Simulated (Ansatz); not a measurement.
# Li3Sc2, from a guessed structure to a relaxed one, part 2 of 2

This structure for Li3Sc2 is made up. Its elements were placed in a known structure type with a cell scaled to their sizes. What cell does the guess relax to, and how far off was it?

Ansatz 0.2.0; DFT, PBEsol, plane-wave PAW, files of the set soft_1, scalar-relativistic, no spin, cell and ions relaxed at zero pressure; PAW set soft_1 (the session's first sound run).

So far: Set-up; Relaxation of the guess. The relaxed cell has a = 4.899, c = 14.923 Å (conventional setting).

## (3) Bands of the relaxed cell

With the geometry fixed, one more self-consistent run, with a narrower smearing and the mesh shown in its input, gives the bands, and its pressure, and its forces where symmetry allows any, show how far the geometry depends on these settings.

This step: DFT, PBEsol, plane-wave PAW, files of the set soft_1, scalar-relativistic, no spin, bands and density of states at the relaxed cell; PAW set soft_1 (Ansatz 0.2.0).

input.yaml

```yaml
crystal:
  lattice:
    - [2.4494251883, 1.414176292, 4.9742066517]
    - [-2.4494251883, 1.414176292, 4.9742066517]
    - [0.0, -2.8283525835, 4.9742066518]
  atoms:
    - { symbol: Sc, position: [0.7882513261, 0.7882513261, 0.7882513261] }
    - { symbol: Sc, position: [0.2117486739, 0.2117486739, 0.2117486739] }
    - { symbol: Li, position: [0.0, 0.0, 0.0] }
    - { symbol: Li, position: [0.4111361732, 0.4111361732, 0.4111361732] }
    - { symbol: Li, position: [0.5888638268, 0.5888638268, 0.5888638268] }
kpoints:
  mp_grid: { grid: [8, 8, 8] }
  band_path:
    path:
      - [[0.0, 0.0, 0.0], [0.5, 0.0, 0.0], [0.5, 0.22055171, -0.22055171]]
      - [[0.77944829, 0.5, 0.22055171], [0.5, 0.5, 0.5], [0.0, 0.0, 0.0], [0.36027585, 0.0, -0.36027585]]
      - [[0.63972415, 0.36027585, 0.0], [0.5, 0.5, 0.0], [0.63972415, 0.63972415, 0.22055171], [0.5, 0.5, 0.5]]
      - [[0.5, 0.0, 0.0], [0.77944829, 0.36027585, 0.36027585]]
    npoints: 8
scf:
  occupations: { method: fermi_dirac, width: 0.03 }
  n_extra_bands: 9
hamiltonian:
  xc: pbesol
  pseudopotentials: { kind: paw, azcp: { folder: soft_1 }, xc_functional: pbe }
output:
  forces: true
  stress: true
  write_bands: true
  dos: { projected: true }
  write_density: true
  write_potential: true
  elf: true
  volumetric_format: npy
```

On the command line:

```bash
ansatz run input.yaml --threads 4 --pin off --max-ram 8192MiB --backend cpu --events-out ev --progress --plain --runs-dir out
```

Numbers of over 12 decimals in the logs are rounded to 6 here.

Log:

```text
[...]
Crystal: 5 atoms, lattice volume = 103.381 Å³
Basis set: ecut = 420 eV, 1997 PW (Γ), exchange–correlation on 80×80×80 points (8 copies of the dense FFT grid, shifted against one another)
Bands: 25, of which v1, the nominal top of the filled ones, is band 16 counted from 1 (15 counted from 0)
Symmetry: 12 space group operations
[...]
k-points: 65 of 512
[...]
SCF iter   1: F=—  HF=-4831.117433 eV  |F-HF|=—  |Δ(HF+E_count)|=         —  Δρ=3.56e-2  dr2=2.99e0  ethr=3.10e-3  ⟨swp⟩=4.7  Hψ=5935  notcnv=0
[...]
SCF iter   8: F=-4830.329534 eV  HF=-4830.329534 eV  |F-HF|=5.62e-9  |Δ(HF+E_count)|=   5.83e-8  Δρ=4.27e-6  dr2=2.15e-8  ethr=3.23e-10  ⟨swp⟩=10.9  Hψ=8265  notcnv=0
SCF 1 converged in 8 iterations: F = -4830.329534 eV  dr2 = 2.15e-8
[...]
NSCF: frozen V_eff on 76 k-points
SCF converged after 8 iterations
Free energy (F): -4830.329534 eV
[...]
Internal energy: -4830.309566 eV  (E = F + TS)
E sigma→0 (E₀):  -4830.319550 eV
Entropy (-TS):   -0.019969 eV (-3.994 meV/atom)
Fermi energy:    4.914564 eV
[...]
--- Forces (eV/Å), atoms counted from 1 ---
  atom   1  Sc     0.00000000     0.00000000     0.00727631
  atom   2  Sc     0.00000000    -0.00000000    -0.00727631
  atom   3  Li    -0.00000000     0.00000000     0.00000000
  atom   4  Li     0.00000000    -0.00000000    -0.00329643
  atom   5  Li    -0.00000000     0.00000000     0.00329643
  max |Σ_I F_I| component: 3.04e-18 eV/Å
--- Stress (GPa, compression-positive) ---
        0.019649       0.000000       0.000000
        0.000000       0.019649      -0.000000
        0.000000      -0.000000      -0.029036
  P = ⅓ Tr σ = 0.0034 GPa (0.034 kbar)
--- Band table (eV; the first three rows and the last of 65) ---
  k-point 0: bands = [... 12 lower, 4.4898, 4.4898, 4.5788, 4.6086, 4.9511, 4.9511, 6.9961, 6.9961, ... 5 higher]
  k-point 1: bands = [... 12 lower, 4.2920, 4.5418, 4.5543, 4.7995, 5.0044, 5.0147, 6.6665, 6.7248, ... 5 higher]
  k-point 2: bands = [... 12 lower, 4.0139, 4.5709, 4.6623, 4.8448, 5.0595, 5.2215, 6.1571, 6.2295, ... 5 higher]
  k-point 64: bands = [... 12 lower, 2.4172, 4.8202, 4.8202, 5.0858, 5.0858, 5.4521, 6.1363, 6.1363, ... 5 higher]
```

Wall time 3.5 s (4 threads of Arm Neoverse V2, shared host); peak memory 0.48 GiB.

This step gave:

* free energy: -4830.3295 eV
* energy at zero smearing: -4830.3196 eV
* smearing term TS: 0.01997 eV
* Fermi energy: 4.915 eV
* pressure: 0.003421 GPa

bands.tsv at the labelled points (eV, zero at the Fermi level; the bands that come nearest the Fermi level along the path):

| point | band 12 | band 13 | band 14 | band 15 | band 16 | band 17 | band 18 | band 19 |
| --- | --- | --- | --- | --- | --- | --- | --- | --- |
| Γ | -4.34 | -0.42 | -0.42 | -0.34 | -0.31 | 0.04 | 0.04 | 2.08 |
| L | -2.51 | -2.18 | -0.37 | -0.23 | -0.06 | 0.32 | 0.64 | 0.71 |
| B1 | -1.84 | -1.64 | -1.25 | -1.23 | 0.23 | 0.38 | 0.58 | 0.93 |
| B | -1.84 | -1.64 | -1.25 | -1.23 | 0.23 | 0.38 | 0.58 | 0.93 |
| Z | -3.39 | -2.50 | -0.09 | -0.09 | 0.17 | 0.17 | 0.54 | 1.22 |
| Γ | -4.34 | -0.42 | -0.42 | -0.34 | -0.31 | 0.04 | 0.04 | 2.08 |
| X | -1.95 | -1.62 | -1.30 | -0.78 | -0.18 | 0.48 | 0.52 | 0.84 |
| Q | -1.95 | -1.62 | -1.30 | -0.78 | -0.18 | 0.48 | 0.52 | 0.84 |
| F | -2.48 | -1.42 | -1.19 | -0.32 | -0.06 | 0.36 | 0.61 | 1.00 |
| P1 | -2.31 | -1.78 | -1.33 | -0.45 | 0.33 | 0.45 | 0.56 | 0.94 |
| Z | -3.39 | -2.50 | -0.09 | -0.09 | 0.17 | 0.17 | 0.54 | 1.22 |
| L | -2.51 | -2.18 | -0.37 | -0.23 | -0.06 | 0.32 | 0.64 | 0.71 |
| P | -2.31 | -1.78 | -1.33 | -0.45 | 0.33 | 0.45 | 0.56 | 0.94 |

States per cell as run, both spins, in windows of 1 eV, from dos.tsv (zero at the Fermi level):

```csv
from,to,total
-8,-7,0.00
-7,-6,0.00
-6,-5,0.00
-5,-4,0.09
-4,-3,0.81
-3,-2,1.22
-2,-1,2.14
-1,0,4.80
0,1,6.55
1,2,4.53
```

A further 22.0 states lie below the table's range.

Valence density in the ac plane of the conventional cell at fractional y = 0.000, with atoms of Sc and Li within 0.2 Å of it. It is the smooth field of the valence electrons, not physical close to the nuclei.

Ten steps, logarithmic in the rise over the least value, from '0' (0.1 e/Å³) to '9' (7.6 e/Å³), each cell a mean:
```
74000000000027
00000000000000
00000000000000
54211111111135
98521000001379
98510000001379
43100000000124
00000000000000
20000000000001
96000000000038
74000011000016
00000111100000
00000111100000
85000000000027
85000000000027
00000000000000
00000000000000
65200000000136
98520000001379
97411000001368
32110111101123
00000000000000
10000000000001
96000000000038
```
Columns run along a (4.9 Å), rows up along c (14.9 Å), edges of the conventional cell, whose origin can differ from the input's. Atoms in or near the plane, at fractional coordinates: Sc at (0.00, 0.79), Sc at (0.00, 0.21), Li at (0.00, 0.00), Li at (0.00, 0.41), Li at (0.00, 0.59).

Electrostatic potential energy in the ac plane of the conventional cell at fractional y = 0.000, with atoms of Sc and Li within 0.2 Å of it. With pseudopotentials it is smooth inside the atoms' cores, unlike the true potential.

Ten even steps from '0' (-38 eV) to '9' (8 eV), each cell a mean:
```
36899999999974
99999999999999
99999999999999
56899999999875
00489999998620
01589999999720
67899999999876
99999999999999
78999999999997
14899999999962
46899999999985
99999999999999
89999999999998
25899999999973
25899999999973
89999999999998
89999999999998
35799999999864
00489999998610
01589999999730
77899999999987
99999999999999
89999999999998
15899999999963
```
Columns run along a (4.9 Å; values clipped at the 3rd and 97th percentile), rows up along c (14.9 Å), edges of the conventional cell, whose origin can differ from the input's. Atoms in or near the plane, at fractional coordinates: Sc at (0.00, 0.79), Sc at (0.00, 0.21), Li at (0.00, 0.00), Li at (0.00, 0.41), Li at (0.00, 0.59).

ELF in the ac plane of the conventional cell at fractional y = 0.000, with atoms of Sc and Li within 0.2 Å of it. It is the smooth field of the valence electrons, not physical close to the nuclei.

Ten even steps from '_' (0.06) to '@' (0.83), each cell a mean:
```
++..__--************++..__==
..::++****==--::--++****--::
--==++****--....::++****==--
==::..::====----==++--..::--
--**==..--**######++..::**++
==##==..--##%%%%##++..::****
--::..::++**######**--....::
..::==++******++******++::..
____::++****++++******==..__
@@--__--**++======++++..__%%
==....==++==::::--++++::__--
::--**##**--....::++####++::
..::++****--....::++****--..
##::__==++==::::--++++..__++
##::__--**++====++**++..__++
__..--******++++******++::__
....--++************++==::..
++--....==**######**::..::==
--##++..--##%%%%##++..::##==
++**--..--********++::..++**
::..::==++==--::--++==::..::
--==**##**--....::++####++==
....--****++==--==****==::..
%%--__--************==____##
```
Columns run along a (4.9 Å), rows up along c (14.9 Å), edges of the conventional cell, whose origin can differ from the input's. Atoms in or near the plane, at fractional coordinates: Sc at (0.00, 0.79), Sc at (0.00, 0.21), Li at (0.00, 0.00), Li at (0.00, 0.41), Li at (0.00, 0.59).

## (4) Outcome

* space group, relaxed: R-3m
* conventional cell: a = 4.899, b = 4.899, c = 14.923 Å; α = 90.0°, β = 90.0°, γ = 120.0°
* volume per atom: 20.68 Å³ (guess 18.14)

What this shows: Li3Sc2 relaxes to R-3m with a = 4.899, b = 4.899 and c = 14.923 Å. The guessed volume was 12 % too small. The space group R-3m was held in the relaxation, so the end point is a stationary structure within it and may be a saddle against distortions or other arrangements. Bands cross the Fermi level, so it is a metal or semimetal at this level. The electron count is odd, which forces that without spin polarisation or a larger cell. On the 8×8×8 mesh with the narrower smearing (relaxed on 7×7×7) the largest force component is 0.007 eV/Å and the largest stress component is 0.029 GPa, within the relaxation's thresholds of 0.015 eV/Å and 0.05 GPa. The cutoff wasn't tested. No dispersion term is used, so weakly bound directions may come out too long. Nothing here tests whether the compound is stable against decomposition.

[Logs are printed without paths, hosts, clocks, repeated set-up lines and the standing remarks that a program may print on its own settings, such as how far it seeks lower states.]

[Hosts, paths, dates, database ids (printed as entryN), source tags and the programs' standing remarks are cut or masked in the printed files.]
